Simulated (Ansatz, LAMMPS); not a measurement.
# Squeezing and shearing a frame of amorphous polyisobutylene (as short chains C22H46) from 500 K (204 atoms)

How stiff is a frame of amorphous polyisobutylene (as short chains C22H46) from 500 K (204 atoms), and how do its levels respond to strain?

Program: Ansatz 0.2.0. Level of theory: Kohn-Sham DFT, PBE+D4, PAW (set soft_2), plane waves. Results are calculated unless marked as measured.

## (1) The starting structure

The cell holds 204 atoms: 66 C and 138 H. Cell: a = 12.576 Å, b = 12.576 Å, c = 12.576 Å, α = 90.0°, β = 90.0°, γ = 90.0°. 3 polyisobutylene chains of 5 units with methyl end groups placed at random, at 0.778 g/cm³; overlaps pushed apart, then 20 ps at 800 K with MMFF94 bonds, angles, torsions, charges and radii (Halgren, J. Comput. Chem. 17, 490 (1996)) in harmonic and 12-6 forms. Snapshot after 30 ps at 500 K and fixed volume.

What the set-up can't give: The network of contacts between molecules at the start is that of the classical potential that made the cell, and needn't be the one that DFT or experiment would give. Sampling is at Γ alone.

## (2) Single point at the start

The forces at the start show how far the geometry lies from a minimum of this functional.

The input, input.yaml:

```yaml
crystal:
  lattice:
    - [12.57579, 0.0, 0.0]
    - [0.0, 12.57579, 0.0]
    - [0.0, 0.0, 12.57579]
  atoms:
    - { symbol: C, position: [0.30861, 0.29119, 0.17814] }
    - { symbol: C, position: [0.22892, 0.20675, 0.14249] }
    - { symbol: C, position: [0.1583, 0.2325, 0.0518] }
    - { symbol: C, position: [0.12328, 0.34279, 0.08019] }
    - { symbol: C, position: [0.20915, 0.2402, 0.94348] }
    - { symbol: C, position: [0.06112, 0.15471, 0.03166] }
    - { symbol: C, position: [0.01044, 0.08606, 0.12118] }
    - { symbol: C, position: [0.93888, 0.16286, 0.19852] }
    - { symbol: C, position: [0.92269, 0.01738, 0.06868] }
    - { symbol: C, position: [0.08245, 0.00132, 0.17869] }
    - { symbol: C, position: [0.05754, 0.9044, 0.25534] }
    - { symbol: C, position: [0.94135, 0.91376, 0.31102] }
    - { symbol: C, position: [0.04726, 0.80665, 0.18647] }
    - { symbol: C, position: [0.14816, 0.86421, 0.32707] }
    - { symbol: C, position: [0.20308, 0.93184, 0.41958] }
    - { symbol: C, position: [0.22141, 0.85364, 0.50994] }
    - { symbol: C, position: [0.31263, 0.95832, 0.38358] }
    - { symbol: C, position: [0.13595, 0.02458, 0.45699] }
    - { symbol: C, position: [0.18216, 0.11661, 0.52761] }
    - { symbol: C, position: [0.2335, 0.20411, 0.45888] }
    - { symbol: C, position: [0.24244, 0.0784, 0.6292] }
    - { symbol: C, position: [0.08196, 0.17193, 0.57462] }
    - { symbol: H, position: [0.36406, 0.31168, 0.11572] }
    - { symbol: H, position: [0.26382, 0.36019, 0.20477] }
    - { symbol: H, position: [0.35381, 0.25959, 0.24847] }
    - { symbol: H, position: [0.26076, 0.12682, 0.152] }
    - { symbol: H, position: [0.1802, 0.21515, 0.21224] }
    - { symbol: H, position: [0.18154, 0.41091, 0.07913] }
    - { symbol: H, position: [0.08005, 0.33682, 0.15224] }
    - { symbol: H, position: [0.06293, 0.37894, 0.0288] }
    - { symbol: H, position: [0.26516, 0.172, 0.93267] }
    - { symbol: H, position: [0.2622, 0.30857, 0.93991] }
    [... 166 atom lines left out ...]
    - { symbol: H, position: [0.74122, 0.77304, 0.60969] }
    - { symbol: H, position: [0.63799, 0.82607, 0.53733] }
    - { symbol: H, position: [0.76283, 0.8064, 0.47858] }
    - { symbol: H, position: [0.89336, 0.01393, 0.58226] }
    - { symbol: H, position: [0.91979, 0.88186, 0.557] }
    - { symbol: H, position: [0.87368, 0.90093, 0.67814] }
kpoints:
  mp_grid: { grid: [1, 1, 1] }
hamiltonian:
  xc: pbe
  dispersion: d4
scf:
  occupations: { method: fixed }
output:
  forces: true
```

On the command line:

```console
$ ansatz run input.yaml --threads 4 --pin off --max-ram 8192MiB --backend cpu --events-out ev --progress --plain --runs-dir out
```

Numbers of over 12 decimals in the logs are rounded to 6 here.

The log of the run:

```text
Engine: ansatz 0.2.0, aarch64-unknown-linux-gnu
Pseudopotentials: kind: paw
Pseudopotential: C, paw, valence charge 4, recommended cutoff 420 eV (normal), C.paw.azcp
Pseudopotential: H, paw, valence charge 1, recommended cutoff 420 eV (normal), H.paw.azcp
[... 5 lines on functional and potentials left out ...]
Crystal: 204 atoms, lattice volume = 1988.867 Å³
Basis set: ecut = 420 eV, 38911 PW (Γ), exchange–correlation on 180×180×180 points (8 copies of the dense FFT grid, shifted against one another)
Bands: 405, of which v1, the nominal top of the filled ones, is band 201 counted from 1 (200 counted from 0)
Symmetry: 1 space group operations
Space group: P1 (ITA 1), of the structure as read, at distance tolerance 1.3e-4 Å
k-points: 1
[... 5 lines on functional and potentials left out ...]
Initial density: superposition of atomic densities (neutral atoms: chi_scale 0, normalization atom), corrected by the library's trained network
Initial wavefunctions: pseudopotential atomic-orbital guess
Functional: x = pbe(κ = 0.804, μ = 0.219515), c = pbe(β = 0.066725)
SCF iter   1: F=—  HF=-18781.120395 eV  |F-HF|=—  |Δ(HF+E_count)|=         —  Δρ=4.44e-3  dr2=4.24e-1  ethr=1.77e-3  ⟨swp⟩=5.0  Hψ=1274  notcnv=0  defer=201
preconditioner: auto → Resta (q_TF=auto, 2.090 Å⁻¹)  ε∞=2.2  [insulator: Δε(μ)=4.977 eV  Ē_g=15.511 eV  n_scr=304 (ndim 8)  ℏωp=16.7 eV  f_vac=0.275  ε∞_Penn≈2.2]
SCF iter   2: F=—  HF=-18781.095394 eV  |F-HF|=—  |Δ(HF+E_count)|=   2.50e-2  Δρ=1.82e-3  dr2=8.08e-2  ethr=1.05e-4  ⟨swp⟩=3.0  Hψ=617  notcnv=0  defer=201
SCF iter   3: F=—  HF=-18781.124431 eV  |F-HF|=—  |Δ(HF+E_count)|=   2.90e-2  Δρ=6.74e-4  dr2=1.30e-2  ethr=2.01e-5  ⟨swp⟩=4.0  Hψ=415  notcnv=0  defer=57
automatic band count: iteration 3 solves 260 bands in place of 405: the levels show a gap, and the empty bands left out lie too high to hold charge; the band table lists the bands solved (type scf.n_extra_bands for more)
SCF iter   4: F=—  HF=-18781.130933 eV  |F-HF|=—  |Δ(HF+E_count)|=   6.50e-3  Δρ=1.71e-4  dr2=9.78e-4  ethr=3.22e-6  ⟨swp⟩=3.0  Hψ=370  notcnv=0  defer=57
SCF iter   5: F=—  HF=-18781.131254 eV  |F-HF|=—  |Δ(HF+E_count)|=   3.21e-4  Δρ=6.64e-5  dr2=1.25e-4  ethr=2.43e-7  ⟨swp⟩=3.0  Hψ=413  notcnv=0  defer=57
SCF iter   6: F=—  HF=-18781.131171 eV  |F-HF|=—  |Δ(HF+E_count)|=   8.22e-5  Δρ=2.09e-5  dr2=1.02e-5  ethr=3.12e-8  ⟨swp⟩=2.0  Hψ=411  notcnv=0  defer=57
SCF iter   7: F=—  HF=-18781.131269 eV  |F-HF|=—  |Δ(HF+E_count)|=   9.77e-5  Δρ=5.47e-6  dr2=7.99e-7  ethr=2.54e-9  ⟨swp⟩=2.0  Hψ=462  notcnv=0  defer=57
SCF iter   8: F=—  HF=-18781.131268 eV  |F-HF|=—  |Δ(HF+E_count)|=   7.36e-7  Δρ=2.23e-6  dr2=1.36e-7  ethr=2.49e-11  ⟨swp⟩=5.0  Hψ=936  notcnv=0
SCF iter   9: F=-18781.131268 eV  HF=-18781.131268 eV  |F-HF|=6.66e-9  |Δ(HF+E_count)|=   7.09e-8  Δρ=5.73e-7  dr2=9.14e-9  ethr=2.49e-11  ⟨swp⟩=4.0  Hψ=816  notcnv=0
SCF 1 converged in 9 iterations: F = -18781.131268 eV  dr2 = 9.14e-9
  greatest PAW one-centre occupation: 0.677 electrons in one spin orbital (limit 2), on the C atom at site 143 (counted from 0), in its partial waves of l = 0
SCF converged after 9 iterations
Free energy (F): -18781.131268 eV
Harris-Foulkes:  -18781.131268 eV  (|F-HF|=6.66e-9)
Internal energy: -18781.131268 eV  (E = F + TS)
E sigma→0 (E₀):  -18781.131268 eV
Fermi energy:    -1.927562 eV
--- Per-component energies (eV) ---
  E_band       = -2934.551397
  E_kinetic    = 7995.506809
  E_local      = -29250.083741  (includes V_loc(G=0)·N_el)
  E_nonlocal   = 2020.733122
  E_hartree    = 11211.854497
  E_xc         = -4449.729894
  E_vxc        = -5575.068209  (∫ρ·V_xc dr)
  E_paw        = -6637.246081  (= ΣΔE_a)
  E_vpaw       = -549.156989  (= ΣTr[D̂ρ^β])
  E_aug_tail   = -0.191162  (compensation charges beyond the density's cutoff)
  E_ewald      = 337.101066
  E_disp       = -9.075884  (pairwise vdW)
  E_smearing   = -0.000000  (= −TS)
  E_closure    = 0.000000  (closes the sum)
  Σ components = -18781.131268   (vs F -18781.131268, Δ=0.00e0)
--- Forces (eV/Å), atoms counted from 1 ---
  atom   1  C      0.83234622    -0.74020665     0.38621429
  atom   2  C      0.81814314    -0.38983338     1.77636380
  atom   3  C     -1.53205773     0.40768471    -1.81443775
  atom   4  C     -1.33756062     2.24169950    -1.09016028
  atom   5  C      2.03481467    -0.93232157    -1.19518016
  atom   6  C      0.35076178    -1.00138659     0.15543688
  atom   7  C     -2.99237040    -0.36097802     1.18535883
  atom   8  C      2.03280119    -0.38328987    -0.69954690
  atom   9  C     -0.25887259    -0.14815719     0.85792734
  atom  10  C      1.26950875     2.05987282     1.95066355
  atom  11  C     -1.95991618    -0.10570574    -0.18589769
  atom  12  C      1.86533321     1.13338995    -0.56756458
  atom  13  C     -0.91575102    -0.01635000    -3.15488608
  atom  14  C      0.54948669     1.24924537     1.15096981
[...]
atom 203  H      0.31483095    -1.31911584    -1.90903291
  atom 204  H      0.67502967     0.95298819    -0.06763364
  max |Σ_I F_I| component: 2.39e-5 eV/Å
```

Run time: 21 s. Hardware: 4 threads of Arm Neoverse V1, shared host; peak memory 2.2 GiB.

The r.m.s. force at the start is 1.1 eV/Å.

## (3) Cell and atoms relaxed

The cell is relaxed with the atoms, since the starting lattice needn't suit this functional.

The input, input.yaml:

```yaml
crystal:
  lattice:
    - [12.57579, 0.0, 0.0]
    - [0.0, 12.57579, 0.0]
    - [0.0, 0.0, 12.57579]
  atoms:
    [... the 204 atom lines of step 2 ...]
kpoints:
  mp_grid: { grid: [1, 1, 1] }
hamiltonian:
  xc: pbe
  dispersion: d4
scf:
  occupations: { method: fixed }
output:
  forces: true
relax:
  f_tol: 0.05
  max_steps: 150
  cell: {}
```

The log of the run:

```text
[...]
Crystal: 204 atoms, lattice volume = 1988.867 Å³
Basis set: ecut = 420 eV, 38911 PW (Γ), exchange–correlation on 180×180×180 points (8 copies of the dense FFT grid, shifted against one another)
Bands: 405, of which v1, the nominal top of the filled ones, is band 201 counted from 1 (200 counted from 0)
Symmetry: 1 space group operations
[...]
k-points: 1
[...]
SCF iter   1: F=—  HF=-18781.120394 eV  |F-HF|=—  |Δ(HF+E_count)|=         —  Δρ=4.44e-3  dr2=4.24e-1  ethr=1.77e-3  ⟨swp⟩=5.0  Hψ=1274  notcnv=0  defer=201
[...]
SCF iter   9: F=-18781.131268 eV  HF=-18781.131268 eV  |F-HF|=6.68e-9  |Δ(HF+E_count)|=   7.08e-8  Δρ=5.73e-7  dr2=9.14e-9  ethr=2.49e-11  ⟨swp⟩=4.0  Hψ=816  notcnv=0
SCF 1 converged in 9 iterations: F = -18781.131268 eV  dr2 = 9.14e-9
[...]
relax step   1: F+E_penalty+E_count = -18781.13126838 eV  Δ(F+E_penalty+E_count) = +0.000e0 eV  max|allowed force component| = 4.283e0 eV/Å  Δτ_max = 0.0000 Å  P = +1.873 GPa  Ω = 1988.867 Å³  (9 SCF iters, dr2 threshold 1.00e-7 eV, accepted)
[... from here on, the SCF cycles and remarks between the steps are left out ...]
relax step   2: F+E_penalty+E_count = -18791.29774576 eV  Δ(F+E_penalty+E_count) = -1.017e1 eV  max|allowed force component| = 1.735e0 eV/Å  Δτ_max = 0.1917 Å  P = -0.225 GPa  Ω = 1990.787 Å³  energy of the carried Pulay correction = -4.088e-3 eV  (7 SCF iters, dr2 threshold 2.04e-5 eV, accepted)
relax step   3: F+E_penalty+E_count = -18793.06261047 eV  Δ(F+E_penalty+E_count) = -1.765e0 eV  max|allowed force component| = 6.878e-1 eV/Å  Δτ_max = 0.1945 Å  P = -0.685 GPa  Ω = 1989.543 Å³  energy of the carried Pulay correction = -1.439e-3 eV  (6 SCF iters, dr2 threshold 2.04e-5 eV, accepted)
relax step   4: F+E_penalty+E_count = -18793.70644099 eV  Δ(F+E_penalty+E_count) = -6.438e-1 eV  max|allowed force component| = 2.732e-1 eV/Å  Δτ_max = 0.2000 Å  P = -0.204 GPa  Ω = 1938.339 Å³  energy of the carried Pulay correction = +1.090e-1 eV  (7 SCF iters, dr2 threshold 2.04e-5 eV, accepted)
relax step   5: F+E_penalty+E_count = -18793.97327388 eV  Δ(F+E_penalty+E_count) = -2.668e-1 eV  max|allowed force component| = 7.644e-2 eV/Å  Δτ_max = 0.2000 Å  P = -0.071 GPa  Ω = 1919.864 Å³  energy of the carried Pulay correction = +1.496e-1 eV  (7 SCF iters, dr2 threshold 4.66e-6 eV, accepted)
relax step   6: F+E_penalty+E_count = -18794.11192327 eV  Δ(F+E_penalty+E_count) = -1.386e-1 eV  max|allowed force component| = 2.000e-1 eV/Å  Δτ_max = 0.1951 Å  P = -0.189 GPa  Ω = 1905.603 Å³  energy of the carried Pulay correction = +1.812e-1 eV  (8 SCF iters, dr2 threshold 3.65e-7 eV, accepted)
relax step   7: F+E_penalty+E_count = -18794.19271235 eV  Δ(F+E_penalty+E_count) = -8.079e-2 eV  max|allowed force component| = 2.433e-1 eV/Å  Δτ_max = 0.1939 Å  P = -0.007 GPa  Ω = 1899.625 Å³  energy of the carried Pulay correction = +1.945e-1 eV  (7 SCF iters, dr2 threshold 2.50e-6 eV, accepted)
relax step   8: F+E_penalty+E_count = -18794.25160015 eV  Δ(F+E_penalty+E_count) = -5.889e-2 eV  max|allowed force component| = 2.491e-1 eV/Å  Δτ_max = 0.1945 Å  P = -0.215 GPa  Ω = 1889.640 Å³  energy of the carried Pulay correction = +2.168e-1 eV  (7 SCF iters, dr2 threshold 3.70e-6 eV, accepted)
relax step   9: F+E_penalty+E_count = -18794.29161996 eV  Δ(F+E_penalty+E_count) = -4.002e-2 eV  max|allowed force component| = 3.105e-1 eV/Å  Δτ_max = 0.0981 Å  P = +0.137 GPa  Ω = 1891.746 Å³  energy of the carried Pulay correction = +2.121e-1 eV  (7 SCF iters, dr2 threshold 3.88e-6 eV, accepted)
relax step  10: F+E_penalty+E_count = -18794.34103434 eV  Δ(F+E_penalty+E_count) = -4.941e-2 eV  max|allowed force component| = 3.502e-1 eV/Å  Δτ_max = 0.1948 Å  P = -0.109 GPa  Ω = 1887.306 Å³  energy of the carried Pulay correction = +2.220e-1 eV  (7 SCF iters, dr2 threshold 6.02e-6 eV, accepted)
relax step  11: F+E_penalty+E_count = -18794.38135402 eV  Δ(F+E_penalty+E_count) = -4.032e-2 eV  max|allowed force component| = 1.485e-1 eV/Å  Δτ_max = 0.1027 Å  P = -0.117 GPa  Ω = 1885.334 Å³  energy of the carried Pulay correction = +2.265e-1 eV  (6 SCF iters, dr2 threshold 7.67e-6 eV, accepted)
relax step  12: F+E_penalty+E_count = -18794.42769154 eV  Δ(F+E_penalty+E_count) = -4.634e-2 eV  max|allowed force component| = 1.551e-1 eV/Å  Δτ_max = 0.1598 Å  P = -0.124 GPa  Ω = 1877.874 Å³  energy of the carried Pulay correction = +2.433e-1 eV  (7 SCF iters, dr2 threshold 1.38e-6 eV, accepted)
relax step  13: F+E_penalty+E_count = -18794.47444095 eV  Δ(F+E_penalty+E_count) = -4.675e-2 eV  max|allowed force component| = 1.911e-1 eV/Å  Δτ_max = 0.1874 Å  P = -0.270 GPa  Ω = 1867.409 Å³  energy of the carried Pulay correction = +2.669e-1 eV  (7 SCF iters, dr2 threshold 1.50e-6 eV, accepted)
[...]
relax step  29: F+E_penalty+E_count = -18794.68717646 eV  Δ(F+E_penalty+E_count) = -2.395e-3 eV  max|allowed force component| = 2.881e-2 eV/Å  Δτ_max = 0.0281 Å  P = -0.003 GPa  Ω = 1827.455 Å³  energy of the carried Pulay correction = +3.584e-1 eV  (9 SCF iters, dr2 threshold 8.06e-9 eV, accepted)
relax step  30: F+E_penalty+E_count = -18794.69351501 eV  Δ(F+E_penalty+E_count) = -6.339e-3 eV  max|allowed force component| = 1.961e-2 eV/Å  Δτ_max = 0.1006 Å  P = +0.009 GPa  Ω = 1826.456 Å³  energy of the carried Pulay correction = +3.608e-1 eV  (10 SCF iters, accepted)
relax step  31: F+E_penalty+E_count = -18794.69736449 eV  Δ(F+E_penalty+E_count) = -3.849e-3 eV  max|allowed force component| = 1.921e-2 eV/Å  Δτ_max = 0.0741 Å  P = -0.004 GPa  Ω = 1825.790 Å³  energy of the carried Pulay correction = +3.623e-1 eV  (10 SCF iters, accepted)
relax step  32: F+E_penalty+E_count = -18794.70099213 eV  Δ(F+E_penalty+E_count) = -3.628e-3 eV  max|allowed force component| = 1.829e-2 eV/Å  Δτ_max = 0.0832 Å  P = -0.021 GPa  Ω = 1825.515 Å³  energy of the carried Pulay correction = +3.629e-1 eV  (10 SCF iters, accepted)
relax step  33: F+E_penalty+E_count = -18794.44196814 eV  Δ(F+E_penalty+E_count) = +2.590e-1 eV  max|allowed force component| = 2.481e-2 eV/Å  Δτ_max = 0.0000 Å  P = -0.187 GPa  Ω = 1825.515 Å³  stress off target by 2.05e-1 GPa  SCF on the basis re-selected at this cell (its energy is not comparable with the rows above)  (6 SCF iters)
relax step  34: F+E_penalty+E_count = -18794.53870174 eV  Δ(F+E_penalty+E_count) = -9.673e-2 eV  max|allowed force component| = 2.875e-2 eV/Å  Δτ_max = 0.0871 Å  P = -0.136 GPa  Ω = 1795.676 Å³  energy of the carried Pulay correction = +6.798e-2 eV  (9 SCF iters, dr2 threshold 1.05e-7 eV, accepted)
relax step  35: F+E_penalty+E_count = -18794.64692969 eV  Δ(F+E_penalty+E_count) = -1.082e-1 eV  max|allowed force component| = 3.333e-2 eV/Å  Δτ_max = 0.0760 Å  P = +0.080 GPa  Ω = 1753.046 Å³  energy of the carried Pulay correction = +1.617e-1 eV  (9 SCF iters, dr2 threshold 5.78e-8 eV, accepted)
relax step  36: F+E_penalty+E_count = -18794.65487072 eV  Δ(F+E_penalty+E_count) = -7.941e-3 eV  max|allowed force component| = 8.535e-2 eV/Å  Δτ_max = 0.1124 Å  P = -0.094 GPa  Ω = 1749.778 Å³  energy of the carried Pulay correction = +1.688e-1 eV  (9 SCF iters, dr2 threshold 3.13e-8 eV, accepted)
relax step  37: F+E_penalty+E_count = -18794.64175235 eV  Δ(F+E_penalty+E_count) = +1.312e-2 eV  max|allowed force component| = 5.106e-2 eV/Å  Δτ_max = 0.1218 Å  P = +0.058 GPa  Ω = 1757.759 Å³  energy of the carried Pulay correction = +1.518e-1 eV  (8 SCF iters, dr2 threshold 4.55e-7 eV, accepted)
relax step  38: F+E_penalty+E_count = -18794.63647788 eV  Δ(F+E_penalty+E_count) = +5.274e-3 eV  max|allowed force component| = 2.532e-2 eV/Å  Δτ_max = 0.0621 Å  P = -0.028 GPa  Ω = 1761.479 Å³  energy of the carried Pulay correction = +1.438e-1 eV  (8 SCF iters, dr2 threshold 1.63e-7 eV, accepted)
relax step  39: F+E_penalty+E_count = -18794.64974032 eV  Δ(F+E_penalty+E_count) = -1.326e-2 eV  max|allowed force component| = 1.152e-2 eV/Å  Δτ_max = 0.0384 Å  P = -0.010 GPa  Ω = 1756.516 Å³  energy of the carried Pulay correction = +1.546e-1 eV  (8 SCF iters, dr2 threshold 7.12e-9 eV, accepted)
relax step  40: F+E_penalty+E_count = -18794.50846795 eV  Δ(F+E_penalty+E_count) = +1.413e-1 eV  max|allowed force component| = 1.048e-2 eV/Å  Δτ_max = 0.0000 Å  P = -0.061 GPa  Ω = 1756.516 Å³  stress off target by 9.23e-2 GPa  SCF on the basis re-selected at this cell (its energy is not comparable with the rows above)  (5 SCF iters)
relax step  41: F+E_penalty+E_count = -18794.57394878 eV  Δ(F+E_penalty+E_count) = -6.548e-2 eV  max|allowed force component| = 6.000e-2 eV/Å  Δτ_max = 0.1156 Å  P = -0.014 GPa  Ω = 1730.776 Å³  energy of the carried Pulay correction = +6.000e-2 eV  (9 SCF iters, dr2 threshold 2.13e-8 eV, accepted)
relax step  42: F+E_penalty+E_count = -18794.56923900 eV  Δ(F+E_penalty+E_count) = +4.710e-3 eV  max|allowed force component| = 1.110e-2 eV/Å  Δτ_max = 0.0272 Å  P = +0.014 GPa  Ω = 1733.669 Å³  energy of the carried Pulay correction = +5.337e-2 eV  (7 SCF iters, dr2 threshold 2.25e-7 eV, accepted)
relax step  43: F+E_penalty+E_count = -18794.51950322 eV  Δ(F+E_penalty+E_count) = +4.974e-2 eV  max|allowed force component| = 1.137e-2 eV/Å  Δτ_max = 0.0000 Å  P = +0.005 GPa  Ω = 1733.669 Å³  stress off target by 1.41e-2 GPa  SCF on the basis re-selected at this cell (its energy is not comparable with the rows above)  (4 SCF iters)
[...]
SCF converged after 4 iterations
Free energy (F): -18794.519503 eV
[...]
Internal energy: -18794.519503 eV  (E = F + TS)
E sigma→0 (E₀):  -18794.519503 eV
Fermi energy:    -1.558179 eV
[...]
Σ components = -18794.519503   (vs F -18794.519503, Δ=0.00e0)
--- Forces (eV/Å), atoms counted from 1 ---
  atom   1  C     -0.00064927    -0.00136680     0.00204418
  atom   2  C     -0.00328718     0.00561632    -0.00054712
  atom   3  C     -0.00084990     0.00068925    -0.00075513
  atom   4  C     -0.00082761    -0.00641734     0.00359824
[...]
atom 204  H     -0.00140399    -0.00053734    -0.00125161
  max |Σ_I F_I| component: 1.11e-5 eV/Å
--- Stress (GPa, compression-positive) ---
        0.012874      -0.001785      -0.001009
       -0.001784       0.011378       0.000427
       -0.001008       0.000427      -0.009843
  P = ⅓ Tr σ = 0.0048 GPa (0.048 kbar)
--- Relaxed structure (40 steps of the walk, 39 accepted, 3 SCFs on fresh bases) ---
  F+E_penalty+E_count = -18794.51950322 eV   max|allowed force component| = 1.137e-2 eV/Å   (the final SCF, on the basis selected at the relaxed cell)
  cell:  # Å, volume = 1733.6690 Å³
    - [12.152485, 0.112276, -0.100198]
    - [0.112276, 12.190412, 0.128645]
    - [-0.100198, 0.128645, 11.705809]
  atoms:
    - { symbol: C, position: [0.270425, 0.340780, 0.131467] }
    - { symbol: C, position: [0.197811, 0.240878, 0.117790] }
    - { symbol: C, position: [0.112387, 0.246504, 0.018777] }
    - { symbol: C, position: [0.024088, 0.335307, 0.040674] }
[...]
- { symbol: H, position: [0.848711, 0.926398, 0.660076] }
```

The job ended after 14 min (4 threads; peak memory 2.2 GiB).

The relaxation converged after 40 steps, with a largest force component of 0.011 eV/Å.

[end of part 1 of 3]

[Logs are printed without paths, hosts, clocks, repeated set-up lines and the standing remarks that a program may print on its own settings, such as how far it seeks lower states.]

[Hosts, paths, dates, database ids (printed as entryN), source tags and the programs' standing remarks are cut or masked in the printed files.]

[The MMFF94 radii named for the starting cell were scaled by 0.96; in molecules described by MMFF94, hydrogen bound to N, O or S took a small fixed 12-6 site in their place.]
